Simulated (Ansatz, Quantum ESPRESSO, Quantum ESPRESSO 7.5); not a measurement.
# From contact to tunnelling: a Ga chain with one bond drawn out

Aim: how the conductance falls as the barrier grows, for a Ga chain with one bond drawn out.

Program: Quantum ESPRESSO 7.5. Level of theory: plane-wave DFT, LDA, GBRV ultrasoft pseudopotentials (cross-check by Ansatz 0.2.0 with PAW datasets). Results are calculated unless marked as measured.

## (1) The structure

The cell holds 10 atoms: 10 Ga. Its edges and angles: a = 7.500 Å, b = 7.500 Å, c = 26.000 Å, α = 90.0°, β = 90.0°, γ = 90.0°. Regions: left lead, 5 atoms (5 Ga); right lead, 5 atoms (5 Ga). Vacuum lies along a and b. The structure is stacked along c, and the current runs across the ab planes.

## (2) Self-consistent run, 0.5 Å

One periodic cell holds a stretch of lead, the junction and more lead; the atoms stay as built.

File j0.scf.in:

```
&control
  prefix = 'j0.scf'
  outdir = './out'
  pseudo_dir = './pseudo'
  calculation = 'scf'
  tprnfor = .true.
/
&system
  ibrav = 0
  nat = 10
  ntyp = 1
  ecutwfc = 34
  ecutrho = 170
  occupations = 'smearing'
  smearing = 'mv'
  degauss = 0.01
/
&electrons
  conv_thr = 1e-07
  mixing_beta = 0.25
  electron_maxstep = 120
  mixing_mode = 'local-TF'
/
ATOMIC_SPECIES
  Ga  69.7230  ga_lda_v1.4.uspp.F.UPF
CELL_PARAMETERS angstrom
  7.50000000000000 0.00000000000000 0.00000000000000
  0.00000000000000 7.50000000000000 0.00000000000000
  0.00000000000000 0.00000000000000 26.00000000000000
ATOMIC_POSITIONS crystal
  Ga  0.500000000000 0.500000000000 0.000000000000
  Ga  0.500000000000 0.500000000000 0.098076923077
  Ga  0.500000000000 0.500000000000 0.196153846154
  Ga  0.500000000000 0.500000000000 0.294230769231
  Ga  0.500000000000 0.500000000000 0.392307692308
  Ga  0.500000000000 0.500000000000 0.509615384615
  Ga  0.500000000000 0.500000000000 0.607692307692
  Ga  0.500000000000 0.500000000000 0.705769230769
  Ga  0.500000000000 0.500000000000 0.803846153846
  Ga  0.500000000000 0.500000000000 0.901923076923
K_POINTS automatic
  1 1 3 0 0 0
```

Command:

```
$ OMP_NUM_THREADS=1 mpirun -n 4 pw.x -nk 1 -in j0.scf.in > j0.scf.out
```

Log:

```text
Program PWSCF v.7.5 starts
[citation notice left out]

     Parallel version (MPI & OpenMP), running on       4 processor cores
     Number of MPI processes:                 4
     Threads/MPI process:                     1

     MPI processes distributed on     1 nodes
[...]
Current dimensions of program PWSCF are:
     Max number of different atomic species (ntypx) = 10
     Max number of k-points (npk) =  40000
     Max angular momentum in pseudopotentials (lmaxx) =  4
     Message from routine setup:
     using ibrav=0 with symmetry is DISCOURAGED, use correct ibrav instead

     R & G space division:  proc/nbgrp/npool/nimage =       4
     Subspace diagonalization in iterative solution of the eigenvalue problem:
     a serial algorithm will be used

     Parallelization info
     --------------------
     sticks:   dense  smooth     PW     G-vecs:    dense   smooth      PW
     Min         677     544    138                92335    66118    8434
     Max         678     545    139                92354    66129    8445
     Sum        2709    2177    553               369367   264495   33755

     Using Slab Decomposition

     bravais-lattice index     =            0
     lattice parameter (alat)  =      14.1729  a.u.
     unit-cell volume          =    9869.4392 (a.u.)^3
     number of atoms/cell      =           10
     number of atomic types    =            1
     number of electrons       =       190.00
     number of Kohn-Sham states=          114
     kinetic-energy cutoff     =      34.0000  Ry
     charge density cutoff     =     170.0000  Ry
     scf convergence threshold =      1.0E-07
     mixing beta               =       0.2500
     number of iterations used =            8  local-TF  mixing
     Exchange-correlation=  SLA  PZ   NOGX NOGC
                           (   1   1   0   0   0   0   0)

     celldm(1)=  14.172946  celldm(2)=   0.000000  celldm(3)=   0.000000
     celldm(4)=   0.000000  celldm(5)=   0.000000  celldm(6)=   0.000000

     crystal axes: (cart. coord. in units of alat)
               a(1) = (   1.000000   0.000000   0.000000 )
               a(2) = (   0.000000   1.000000   0.000000 )
               a(3) = (   0.000000   0.000000   3.466667 )

     reciprocal axes: (cart. coord. in units 2 pi/alat)
               b(1) = (  1.000000  0.000000  0.000000 )
               b(2) = (  0.000000  1.000000  0.000000 )
               b(3) = (  0.000000  0.000000  0.288462 )

     PseudoPot. # 1 for Ga read from file:
     ./pseudo/ga_lda_v1.4.uspp.F.UPF
     Pseudo is Ultrasoft + core correction, Zval = 19.0
     Generated by new atomic code, or converted to UPF format
     Using radial grid of  871 points,  6 beta functions with:
                l(1) =   0
                l(2) =   0
                l(3) =   1
                l(4) =   1
                l(5) =   2
                l(6) =   2
     Q(r) pseudized with  8 coefficients,  rinner =    1.250   1.250   1.250
                                                       1.250   1.250

     atomic species   valence    mass     pseudopotential
     Ga               19.00    69.72300     Ga( 1.00)

      8 Sym. Ops. (no inversion) found

   Cartesian axes

     site n.     atom                  positions (alat units)
         1        Ga     tau(   1) = (   0.5000000   0.5000000   0.0000000  )
         2        Ga     tau(   2) = (   0.5000000   0.5000000   0.3400000  )
         3        Ga     tau(   3) = (   0.5000000   0.5000000   0.6800000  )
         4        Ga     tau(   4) = (   0.5000000   0.5000000   1.0200000  )
         5        Ga     tau(   5) = (   0.5000000   0.5000000   1.3600000  )
         6        Ga     tau(   6) = (   0.5000000   0.5000000   1.7666667  )
         7        Ga     tau(   7) = (   0.5000000   0.5000000   2.1066667  )
         8        Ga     tau(   8) = (   0.5000000   0.5000000   2.4466667  )
         9        Ga     tau(   9) = (   0.5000000   0.5000000   2.7866667  )
        10        Ga     tau(  10) = (   0.5000000   0.5000000   3.1266667  )

     number of k points=     2  Marzari-Vanderbilt smearing, width (Ry)=  0.0100
                       cart. coord. in units 2pi/alat
        k(    1) = (   0.0000000   0.0000000   0.0000000), wk =   0.6666667
        k(    2) = (   0.0000000   0.0000000   0.0961538), wk =   1.3333333

     Dense  grid:   369367 G-vectors     FFT dimensions: (  60,  60, 216)

     Smooth grid:   264495 G-vectors     FFT dimensions: (  54,  54, 192)

     Estimated max dynamical RAM per process >     420.65 MB

     Estimated total dynamical RAM >       1.64 GB

     Initial potential from superposition of free atoms

     starting charge     180.0000, renormalised to     190.0000

     negative rho (up, down):  6.111E-03 0.000E+00
     Starting wfcs are  120 randomized atomic wfcs

     total cpu time spent up to now is        2.4 secs

     per-process dynamical memory:   106.0 Mb

     Self-consistent Calculation

     iteration #  1     ecut=    34.00 Ry     beta= 0.25
     Davidson diagonalization with overlap
     ethr =  1.00E-02,  avg # of iterations =  4.5

     negative rho (up, down):  6.038E-01 0.000E+00

     total cpu time spent up to now is       11.7 secs

     total energy              =   -4142.12353245 Ry
     estimated scf accuracy    <     174.05465772 Ry

     iteration #  2     ecut=    34.00 Ry     beta= 0.25
[...]
negative rho (up, down):  8.591E-01 0.000E+00

[...]
total energy              =   -4148.71663277 Ry
     estimated scf accuracy    <      20.33967340 Ry

     iteration #  3     ecut=    34.00 Ry     beta= 0.25
[...]
negative rho (up, down):  1.037E+00 0.000E+00

[...]
total energy              =   -4148.74492688 Ry
     estimated scf accuracy    <       5.41738122 Ry

     iteration #  4     ecut=    34.00 Ry     beta= 0.25
[...]
negative rho (up, down):  1.159E+00 0.000E+00

[...]
total energy              =   -4148.30522809 Ry
     estimated scf accuracy    <       1.69882667 Ry

     iteration #  5     ecut=    34.00 Ry     beta= 0.25
[...]
negative rho (up, down):  9.754E-01 0.000E+00

[...]
total energy              =   -4148.47346287 Ry
     estimated scf accuracy    <       0.28003109 Ry

     iteration #  6     ecut=    34.00 Ry     beta= 0.25
[...]
negative rho (up, down):  7.765E-01 0.000E+00

[...]
total energy              =   -4148.44091243 Ry
     estimated scf accuracy    <       0.09004913 Ry

     iteration #  7     ecut=    34.00 Ry     beta= 0.25
[...]
negative rho (up, down):  1.914E-01 0.000E+00

[...]
total energy              =   -4148.39880692 Ry
     estimated scf accuracy    <       0.03242144 Ry

     iteration #  8     ecut=    34.00 Ry     beta= 0.25
[...]
negative rho (up, down):  9.232E-02 0.000E+00

[...]
total energy              =   -4148.39350649 Ry
     estimated scf accuracy    <       0.03011779 Ry

     iteration #  9     ecut=    34.00 Ry     beta= 0.25
[...]
negative rho (up, down):  4.827E-02 0.000E+00

[...]
total energy              =   -4148.39392686 Ry
     estimated scf accuracy    <       0.00334171 Ry

     iteration # 10     ecut=    34.00 Ry     beta= 0.25
[...]
negative rho (up, down):  8.398E-03 0.000E+00

[...]
total energy              =   -4148.39353825 Ry
     estimated scf accuracy    <       0.00187256 Ry

     iteration # 11     ecut=    34.00 Ry     beta= 0.25
[...]
negative rho (up, down):  1.617E-03 0.000E+00

[...]
total energy              =   -4148.39396446 Ry
     estimated scf accuracy    <       0.00079092 Ry

     iteration # 12     ecut=    34.00 Ry     beta= 0.25
[...]
c_bands:  1 eigenvalues not converged
[...]
negative rho (up, down):  4.745E-04 0.000E+00

[...]
total energy              =   -4148.39404202 Ry
     estimated scf accuracy    <       0.00011810 Ry

     iteration # 13     ecut=    34.00 Ry     beta= 0.25
[...]
negative rho (up, down):  3.016E-04 0.000E+00

[...]
total energy              =   -4148.39406641 Ry
     estimated scf accuracy    <       0.00002513 Ry

     iteration # 14     ecut=    34.00 Ry     beta= 0.25
[...]
negative rho (up, down):  1.426E-04 0.000E+00

[...]
total energy              =   -4148.39407376 Ry
     estimated scf accuracy    <       0.00000253 Ry

     iteration # 15     ecut=    34.00 Ry     beta= 0.25
[...]
negative rho (up, down):  1.633E-04 0.000E+00

[...]
total energy              =   -4148.39407424 Ry
     estimated scf accuracy    <       0.00000290 Ry

     iteration # 16     ecut=    34.00 Ry     beta= 0.25
[...]
negative rho (up, down):  1.900E-04 0.000E+00

[...]
total energy              =   -4148.39407518 Ry
     estimated scf accuracy    <       0.00000032 Ry

     iteration # 17     ecut=    34.00 Ry     beta= 0.25
[...]
negative rho (up, down):  2.021E-04 0.000E+00

[...]
total energy              =   -4148.39407529 Ry
     estimated scf accuracy    <       0.00000018 Ry

     iteration # 18     ecut=    34.00 Ry     beta= 0.25
[...]
negative rho (up, down):  1.932E-04 0.000E+00

[...]
End of self-consistent calculation

          k = 0.0000 0.0000 0.0000 ( 33067 PWs)   bands (ev):

   -96.6015 -96.6015 -96.6015 -96.6015 -96.5374 -96.5368 -96.3982 -96.3982
   -96.3975 -96.3975 -96.3779 -96.3779 -96.3779 -96.3779 -96.3539 -96.3539
   -96.3539 -96.3539 -96.3443 -96.3358 -96.3358 -96.3357 -96.3357 -96.3356
   -96.3198 -96.3193 -96.3111 -96.3111 -96.2814 -96.2812 -17.5195 -17.4684
   -17.4666 -17.3825 -17.3824 -17.3784 -17.3784 -17.3779 -17.3779 -17.3526
   -17.3474 -17.3474 -17.2748 -17.2647 -17.2647 -17.2161 -17.2161 -17.1830
   -17.1829 -17.1750 -17.1750 -17.1665 -17.1665 -17.1586 -17.1490 -17.1489
   -17.1457 -17.1456 -17.1335 -17.1335 -17.1273 -17.1273 -17.1273 -17.1272
   -17.1002 -17.1002 -17.1001 -17.1001 -17.0907 -17.0907 -17.0749 -17.0438
   -17.0438 -16.9917 -16.9917 -16.9816 -16.9816 -16.9724 -16.8898 -16.8558
    -9.3283  -9.1535  -9.0602  -8.5679  -8.3352  -7.4750  -7.1764  -5.8939
    -5.5696  -3.8989  -3.3904  -2.2179  -2.2179  -2.0078  -2.0078  -1.9605
    -1.9605  -1.3670  -1.3670  -1.2509  -1.2085  -1.2085  -0.9601  -0.2645
    -0.2645  -0.0715  -0.0715   0.8100   1.0342   1.0510   1.1298   1.1298
     1.3936   1.6376

          k = 0.0000 0.0000 0.0962 ( 33055 PWs)   bands (ev):

   -96.6015 -96.6015 -96.6015 -96.6015 -96.5374 -96.5367 -96.3982 -96.3982
   -96.3975 -96.3975 -96.3779 -96.3779 -96.3779 -96.3779 -96.3539 -96.3539
   -96.3539 -96.3539 -96.3443 -96.3358 -96.3358 -96.3357 -96.3357 -96.3356
   -96.3198 -96.3193 -96.3111 -96.3111 -96.2814 -96.2812 -17.5151 -17.4917
   -17.4401 -17.3825 -17.3824 -17.3784 -17.3784 -17.3779 -17.3779 -17.3682
   -17.3474 -17.3474 -17.2645 -17.2645 -17.2600 -17.2167 -17.2167 -17.1830
   -17.1829 -17.1738 -17.1738 -17.1709 -17.1665 -17.1665 -17.1490 -17.1489
   -17.1457 -17.1456 -17.1350 -17.1350 -17.1273 -17.1273 -17.1273 -17.1272
   -17.1002 -17.1002 -17.1001 -17.1001 -17.0897 -17.0897 -17.0667 -17.0443
   -17.0443 -16.9914 -16.9914 -16.9818 -16.9818 -16.9764 -16.8878 -16.8566
    -9.3143  -9.2150  -8.9619  -8.7074  -8.1558  -7.7247  -6.8731  -6.2887
    -5.1185  -4.3919  -2.8350  -2.1946  -2.1946  -2.1100  -2.1100  -1.9824
    -1.8139  -1.8139  -1.5638  -1.5638  -0.9697  -0.9697  -0.5706  -0.5706
    -0.1806   0.2685   0.2685   0.7772   0.7772   0.7842   0.8712   0.9366
     1.2114   1.4319

     the Fermi energy is    -2.0070 ev

!    total energy              =   -4148.39407530 Ry
     estimated scf accuracy    <       0.00000005 Ry
     smearing contrib. (-TS)   =       0.00074797 Ry
     internal energy E=F+TS    =   -4148.39482327 Ry

     The total energy is F=E-TS. E is the sum of the following terms:
     one-electron contribution =   -6248.07697386 Ry
     hartree contribution      =    3106.66315473 Ry
     xc contribution           =    -475.03289577 Ry
     ewald contribution        =    -531.94810837 Ry

     convergence has been achieved in  18 iterations

     negative rho (up, down):  1.932E-04 0.000E+00

     Forces acting on atoms (cartesian axes, Ry/au):

     atom    1 type  1   force =     0.00000000    0.00000000    0.00048316
     atom    2 type  1   force =     0.00000000    0.00000000    0.00116209
     atom    3 type  1   force =     0.00000000    0.00000000    0.00017488
     atom    4 type  1   force =     0.00000000    0.00000000   -0.01491858
     atom    5 type  1   force =     0.00000000    0.00000000    0.01656546
     atom    6 type  1   force =     0.00000000    0.00000000   -0.01657297
     atom    7 type  1   force =     0.00000000    0.00000000    0.01492291
     atom    8 type  1   force =     0.00000000    0.00000000   -0.00022508
     atom    9 type  1   force =     0.00000000    0.00000000   -0.00115380
     atom   10 type  1   force =     0.00000000    0.00000000   -0.00043807

     Total force =     0.031584     Total SCF correction =     0.000205

[...]
=------------------------------------------------------------------------------=
   JOB DONE.
=------------------------------------------------------------------------------=
```

Elapsed: 2.2 min, on 4 MPI ranks of Arm Neoverse V1, shared host; peak memory 1.7 GiB.

Numbers from this step:

| Property | Result |
| --- | --- |
| free energy | -56441.7767 eV |
| Fermi energy | -2.007 eV |

The run needed 18 iterations to bring the estimated error under 1e-07 Ry; the largest force on any atom, held or free, is 0.43 eV/Å.

(Part 1 of 5 ends here.)

[Logs are printed without paths, hosts, clocks, repeated set-up lines and the standing remarks that a program may print on its own settings, such as how far it seeks lower states.]

[Hosts, paths, dates, database ids (printed as entryN), source tags and the programs' standing remarks are cut or masked in the printed files.]

[Maps of the electrostatic potential energy from Ansatz leave out the sawtooth potential of an applied field or a dipole correction, so their vacuum need not be flat; planar profiles and work functions include it.]
